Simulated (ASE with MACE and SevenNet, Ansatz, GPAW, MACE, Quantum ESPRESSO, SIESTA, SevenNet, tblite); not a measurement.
**Glassy 80SiO2-20Li2O (mol %) (75 atoms) in machine-learned potentials**

Wanted: machine-learned potentials inputs and outputs for glassy 80SiO2-20Li2O (mol %) (75 atoms), checked against a plane-wave reference.

Main program and level: ASE with MACE and SevenNet; the method is named at each step.

## (1) Set-up

The cell holds 75 atoms: 20 Si, 10 Li and 45 O. Cell: a = 9.737 Å, b = 9.737 Å, c = 9.737 Å, α = 90.0°, β = 90.0°, γ = 90.0°. 75 atoms (20 Si, 10 Li, 45 O) placed at random at 2.26 g/cm³, melted at 4000 K for 10 ps at fixed volume with the Morse and Coulomb pair potential with partial charges (Pedone, Malavasi, Menziani, Cormack and Segre, J. Phys. Chem. B 110, 11780 (2006)). Quenched from 1800 K to 300 K at 20 K/ps and fixed volume, held 10 ps at zero pressure. Then every atom was moved at random, 0.02 Å r.m.s. a Cartesian component.

The yardstick, on the same geometry:

- method: Kohn-Sham DFT, PBE, PAW, plane waves (Ansatz 0.2.0); cutoff 420 eV, Γ point, fermi-dirac smearing of 0.05 eV; PAW set soft_2
- r.m.s. force component: 1.532 eV/Å
- longest force: 8.067 eV/Å
- pressure: 6.754 GPa
- gap (highest filled to lowest empty level): 3.347 eV
- SCF cycles: 9
- time: 16 s on 4 threads of Arm Neoverse N1, shared host
- CPU time: 61 s

## (2) MACE MP-0b2 small potential

Method: machine-learned interatomic potential MACE MP-0b2 small, trained on PBE(+U) plane-wave data.

run.py

```python
import numpy as np
from ase.io import read
import mlip  # loads the published weights by name

atoms = read("structure.xyz")
atoms.calc = mlip.calc("mace-mp-0b2-small")
energy = atoms.get_potential_energy()
forces = atoms.get_forces()
print(f"energy {energy:.6f} eV")
print("forces (eV/A)")
for i, (a, f) in enumerate(zip(atoms, forces)):
    print(f"{i:4d} {a.symbol:2s} {f[0]:10.5f} {f[1]:10.5f} {f[2]:10.5f}")
stress = -atoms.get_stress(voigt=False) * 160.21766
print("stress (GPa, compression positive)")
for row in stress:
    print(" ".join(f"{x:10.4f}" for x in row))
```

structure.xyz

```xyz
75
Lattice="9.73665 0.00000 0.00000 0.00000 9.73665 0.00000 0.00000 0.00000 9.73665" Properties=species:S:1:pos:R:3 pbc="T T T"
Si 9.69566 3.57948 5.95620
Si 9.31875 4.46474 0.69004
Si 4.98351 5.83245 1.16986
Si 7.05118 0.82022 9.43881
Si 0.06261 1.95307 8.53378
Si 6.79365 8.22134 1.55046
Si 4.28111 9.53539 8.25863
Si 1.70907 9.17660 0.00399
Si 0.54331 0.38927 2.61731
Si 5.93975 2.88370 1.77791
Si 7.70607 6.83844 4.04908
Si 8.04773 5.56635 7.79399
Si 4.74116 5.76468 4.04782
Si 2.78381 2.68770 1.83302
Si 3.66614 0.72548 5.49907
Si 1.09216 6.80105 7.83411
Si 2.89772 4.49911 8.95168
Si 2.71838 3.64667 4.62325
Si 2.63717 7.64395 4.92343
Si 8.37848 2.77251 3.16178
Li 5.97976 7.54405 6.25911
Li 9.40395 8.53807 5.40150
Li 5.21992 0.95887 3.21631
Li 2.60601 2.34653 7.21388
Li 0.76851 5.22994 3.37618
Li 4.83678 6.35122 8.14578
Li 5.28603 4.34011 6.74691
Li 0.27944 7.02908 2.33777
Li 6.85421 9.67804 4.57145
Li 2.36484 6.18453 1.96778
O 6.57545 2.02026 0.65752
O 8.66143 3.91189 2.11324
O 6.48276 5.80080 7.52030
O 3.99991 5.63752 9.65136
O 8.97505 6.00634 4.21431
O 7.41913 9.16930 0.44448
O 3.26791 9.53257 9.59216
O 5.91969 9.09471 2.55363
O 0.51770 2.40680 7.02382
O 1.93204 6.93619 3.66478
O 8.98897 1.40383 2.40203
O 4.09543 4.46932 4.73065
O 1.74656 7.32352 6.30166
O 3.53509 0.63152 7.07572
O 6.74477 2.69861 3.11962
O 3.02508 9.20805 4.83444
O 6.35716 5.88425 4.00381
O 7.46606 7.88562 5.10152
O 9.00124 2.94845 4.61118
O 1.77606 1.44541 2.14781
O 0.94669 9.01886 1.39390
O 3.70587 3.93614 7.69682
O 5.16296 0.91486 5.16938
O 4.34517 2.37302 2.03311
O 7.82233 7.47434 2.56181
O 2.32005 3.77217 3.01719
[... 15 atom lines left out ...]
O 0.30651 9.67443 4.04139
O 8.69132 4.38422 6.80173
O 4.50135 8.08911 7.67297
O 9.22995 6.70768 7.65018
```

Started as:

```console
$ OMP_NUM_THREADS=1 python run.py > output.txt
```

Output:

```text
energy -537.589074 eV
forces (eV/A)
   0 Si    0.13844   -2.05413   -1.00250
   1 Si   -3.14887   -4.88654   -1.25382
   2 Si    2.59110   -1.67667   -1.76895
   3 Si   -0.94921   -0.47533   -0.21257
   4 Si   -1.46651   -1.42600    0.46564
   5 Si    0.34151    2.93417    3.97579
   6 Si   -0.62250   -2.01068    0.59983
   7 Si    0.04510    2.60072   -1.04967
   8 Si    0.72204    2.44045   -2.25850
   9 Si   -2.65629    1.99435   -1.38347
  10 Si   -0.51828   -2.32984   -2.59783
  11 Si    0.56068   -0.97759    1.59041
  12 Si    2.20735    0.57548   -1.41608
  13 Si   -1.75624   -0.77133    0.84090
  14 Si    1.16222    1.10048   -1.06143
  15 Si    0.63259   -0.94473   -3.85121
  16 Si    1.93869    1.18694   -0.93429
  17 Si   -1.34673   -0.81047   -0.68602
  18 Si   -1.35550   -1.02266    0.19872
  19 Si    1.04616   -2.27268   -1.43064
  20 Li   -0.22962    0.15255    0.38947
  21 Li    0.04429   -0.34206   -0.29912
  22 Li   -0.26043   -0.70434    0.20842
  23 Li    0.07719    0.09896    0.08679
[...]
67 O     5.63383    4.91435    3.13718
  68 O    -1.94007   -2.91082   -2.90067
  69 O    -0.13572   -0.27700    1.14114
  70 O     0.50944   -0.71243   -0.80269
  71 O     0.15628   -2.09394    2.87219
  72 O    -1.97895    1.42247    1.31330
  73 O     0.56859   -1.23106   -0.61087
  74 O    -0.58244    0.80979   -0.33315
stress (GPa, compression positive)
    6.4029     0.1685     1.0051
    0.1685     8.4870     1.6499
    1.0051     1.6499     6.5572
```

Elapsed: 11 s, on 1 thread of Arm Neoverse N1, shared host; peak memory 0.67 GiB.

Banners, paths, timers and routine set-up lines are dropped from the logs unmarked, and long logs keep their key lines alone; longer cuts are marked.

Compared with the plane-wave run:

| Item | Value |
| --- | --- |
| r.m.s. force component | 1.498 eV/Å |
| r.m.s. difference of force components | 104.5 meV/Å |
| longest difference of force vectors | 691.7 meV/Å |
| force difference over r.m.s. force | 6.821 % |
| slope of forces against the reference's | 0.9756 |
| correlation of force components | 0.9979 |
| pressure | 7.149 GPa |
| pressure difference | 0.3952 GPa |

Length of the force difference by element (eV/Å):

| element | atoms | mean | most |
| --- | --- | --- | --- |
| Li | 10 | 0.15 | 0.24 |
| O | 45 | 0.11 | 0.25 |
| Si | 20 | 0.25 | 0.69 |

Local excerpt of 9 atoms (numbers count through the whole input) about O74, picked at random; x, y, z are measured from there.

| atom | x | y | z | distance (Å) | Fx | Fy | Fz (eV/Å) |
| --- | --- | --- | --- | --- | --- | --- | --- |
| O74 | 0.00 | 0.00 | 0.00 | 0.00 | 0.57 | -1.23 | -0.61 |
| Si7 | -0.22 | 1.45 | 0.59 | 1.58 | -0.62 | -2.01 | 0.60 |
| Li26 | 0.34 | -1.74 | 0.47 | 1.83 | 0.05 | 0.83 | -0.08 |
| Li21 | 1.48 | -0.55 | -1.41 | 2.12 | -0.23 | 0.15 | 0.39 |
| O44 | -0.97 | 2.28 | -0.60 | 2.55 | -1.68 | 1.73 | 2.02 |
| O64 | 1.17 | 2.05 | 1.03 | 2.58 | 1.00 | 1.44 | -0.46 |
| O37 | -1.23 | 1.44 | 1.92 | 2.70 | 1.20 | 0.16 | 0.36 |
| O33 | 1.98 | -2.29 | -0.15 | 3.03 | 0.46 | -0.07 | -0.75 |
| O65 | -0.42 | -1.22 | -2.77 | 3.05 | 0.44 | 2.27 | 2.39 |

Atoms are counted from 1 here, from 0 in the log.

Forces lie 6.8 % from the reference's, at 0.18 times its CPU time (on 1 against 4 cores).

## (3) MACE MPA-0 medium potential

Method: machine-learned interatomic potential MACE MPA-0 medium, trained on PBE(+U) plane-wave data.

run.py: that of step 2 with these lines changed.

```diff
@@ -5,3 +5,3 @@
 atoms = read("structure.xyz")
-atoms.calc = mlip.calc("mace-mp-0b2-small")
+atoms.calc = mlip.calc("mace-mpa-0-medium")
 energy = atoms.get_potential_energy()
```

structure.xyz is that of step 2.

Output:

```text
energy -536.540643 eV
forces (eV/A)
   0 Si    0.13592   -2.16901   -1.12263
   1 Si   -3.17272   -4.82168   -1.25347
   2 Si    2.69407   -1.79835   -1.79813
   3 Si   -1.02299   -0.60766   -0.14451
   4 Si   -1.51549   -1.45090    0.56939
   5 Si    0.24970    2.98150    4.17985
   6 Si   -0.61676   -2.10750    0.53260
   7 Si    0.10027    2.65512   -1.15513
   8 Si    0.74394    2.41820   -2.14709
   9 Si   -2.89937    2.29718   -1.53695
  10 Si   -0.35606   -2.46685   -2.67311
  11 Si    0.74505   -1.11084    1.78529
  12 Si    2.24512    0.67976   -1.53339
  13 Si   -1.78828   -0.69456    0.70282
  14 Si    1.34348    1.04819   -1.11492
  15 Si    0.76763   -0.97984   -3.93906
  16 Si    2.02386    1.24286   -0.85560
  17 Si   -1.27711   -0.89781   -0.91939
  18 Si   -1.38265   -0.98435    0.15204
  19 Si    1.17371   -2.40820   -1.59581
  20 Li   -0.28719    0.18239    0.38958
  21 Li    0.01153   -0.34578   -0.28667
  22 Li   -0.37128   -0.82014    0.21973
  23 Li    0.06506    0.08947    0.17187
[...]
67 O     5.80599    4.96557    3.29932
  68 O    -1.95236   -2.98547   -3.05638
  69 O    -0.25259   -0.26611    1.30055
  70 O     0.52104   -0.76880   -0.82857
  71 O     0.16766   -2.14090    2.86256
  72 O    -2.04275    1.44829    1.31736
  73 O     0.57135   -1.20389   -0.66361
  74 O    -0.72965    0.81790   -0.40969
stress (GPa, compression positive)
    6.3963    -0.0384     0.8537
   -0.0384     8.5328     1.8009
    0.8537     1.8009     6.4422
```

Run time: 13 s. Hardware: 1 thread; peak memory 1 GiB.

Numbers from this run, and their distance from the reference:

```
r.m.s. force component                  : 1.543 eV/Å
r.m.s. difference of force components   : 80.37 meV/Å
longest difference of force vectors     : 476.5 meV/Å
force difference over r.m.s. force      : 5.246 %
slope of forces against the reference's : 1.006
correlation of force components         : 0.9987
pressure                                : 7.124 GPa
pressure difference                     : 0.37 GPa
```

Against the first run (6.8 %), the force difference from the reference is 5.2 %, at 1.2 times the CPU time.

## (4) SevenNet l3i5 potential

Method: machine-learned interatomic potential SevenNet l3i5, trained on PBE(+U) plane-wave data.

run.py: that of step 3 with these lines changed.

```diff
@@ -5,3 +5,3 @@
 atoms = read("structure.xyz")
-atoms.calc = mlip.calc("mace-mpa-0-medium")
+atoms.calc = mlip.calc("7net-l3i5")
 energy = atoms.get_potential_energy()
```

structure.xyz is that of step 3.

Output:

```text
energy -536.753113 eV
forces (eV/A)
   0 Si    0.07928   -2.04094   -1.02434
   1 Si   -3.13786   -4.76592   -1.23754
   2 Si    2.80046   -1.65456   -1.85892
   3 Si   -1.01255   -0.56653   -0.04523
   4 Si   -1.51365   -1.46700    0.52588
   5 Si    0.08320    3.08657    4.24402
   6 Si   -0.49036   -2.31283    0.54996
   7 Si    0.14813    2.72481   -1.09242
   8 Si    0.70767    2.44336   -2.19388
   9 Si   -2.69209    2.09402   -1.54595
  10 Si   -0.16477   -2.37408   -2.57949
  11 Si    0.57889   -1.07156    1.74801
  12 Si    2.20716    0.72113   -1.62494
  13 Si   -1.69642   -0.84605    0.77060
  14 Si    1.36004    1.06081   -1.11380
  15 Si    0.60581   -0.94042   -3.98844
  16 Si    2.03588    1.29866   -0.83949
  17 Si   -1.33146   -0.85678   -0.89057
  18 Si   -1.45058   -1.00511    0.11409
  19 Si    1.08487   -2.36642   -1.59472
  20 Li   -0.26241    0.14393    0.40298
  21 Li    0.03187   -0.38032   -0.41856
  22 Li   -0.26084   -0.89401    0.11223
  23 Li    0.06445    0.10654    0.14523
[...]
67 O     5.75451    4.84957    3.14757
  68 O    -2.03160   -3.04528   -2.99740
  69 O    -0.21573   -0.23188    1.25875
  70 O     0.54117   -0.73117   -0.87637
  71 O     0.15568   -2.18990    2.98245
  72 O    -1.95977    1.40167    1.29466
  73 O     0.57710   -1.18425   -0.62350
  74 O    -0.61740    0.87101   -0.38129
stress (GPa, compression positive)
    6.1493     0.0530     1.0377
    0.0530     8.3171     1.7289
    1.0377     1.7289     6.2858
```

Elapsed: 16 s, on 1 thread; peak memory 1.4 GiB.

Numbers from this run, and their distance from the reference:

- r.m.s. force component: 1.533 eV/Å
- r.m.s. difference of force components: 55.42 meV/Å
- longest difference of force vectors: 308.7 meV/Å
- force difference over r.m.s. force: 3.617 %
- slope of forces against the reference's: 0.9999
- correlation of force components: 0.9993
- pressure: 6.917 GPa
- pressure difference: 0.1636 GPa

Against the first run (6.8 %), the force difference from the reference is 3.6 %, at 1.5 times the CPU time.

## (5) All runs compared

Differences are against the plane-wave reference, forces as r.m.s. over components; share is that over the reference's r.m.s. force, slope the least-squares factor from reference forces to these. Total energies of different programs have different zeros and aren't compared.

| run | Δ force, r.m.s. (meV/Å) | share (%) | slope | Δ pressure (GPa) | cores | CPU time | memory (GiB) |
| --- | --- | --- | --- | --- | --- | --- | --- |
| reference | - | - | - | - | 4 | 61 s | 1.1 |
| MACE MP-0b2 small potential | 105 | 6.82 | 0.976 | 0.395 | 1 | 11 s | 0.67 |
| MACE MPA-0 medium potential | 80.4 | 5.25 | 1.006 | 0.37 | 1 | 13 s | 1.0 |
| SevenNet l3i5 potential | 55.4 | 3.62 | 1.000 | 0.164 | 1 | 16 s | 1.4 |

Times of the machine-learned potentials are mostly Python's start and the loading of weights.

CPU time is summed over cores on a shared host, where runs went side by side, so it is rough. Symmetry, cutoffs, thresholds, outputs and thread counts weren't matched or tuned between programs; memory under MPI is the largest rank's times the ranks.

## (6) What came out

```json
{
 "nearest in forces": "SevenNet l3i5 potential, 3.6 %",
 "its CPU time": "16 s"
}
```

Machine-learned potentials differ by 3.6 % (SevenNet l3i5 potential) to 6.8 % (MACE MP-0b2 small potential); they were trained on other programs' data. Machine-learned potentials mimic data converged in k, so the reference's own k-point error enters their differences. The quench rate of 20 K/ps is many orders above laboratory rates, so the cell is likely richer in defects and strain than a real sample. The network of bonds at the start is that of the classical potential that made the cell, and needn't be the one that DFT or experiment would give. The electronic-structure runs sample only Γ, in a cell whose shortest periodic width is 10 Å.

[Also dropped from logs without a mark: logging warnings of Python, and SIESTA's first energy breakdown and zero terms.]

[Logs are printed without paths, hosts, clocks, repeated set-up lines and the standing remarks that a program may print on its own settings, such as how far it seeks lower states.]

[Hosts, paths, dates, database ids (printed as entryN), source tags and the programs' standing remarks are cut or masked in the printed files.]
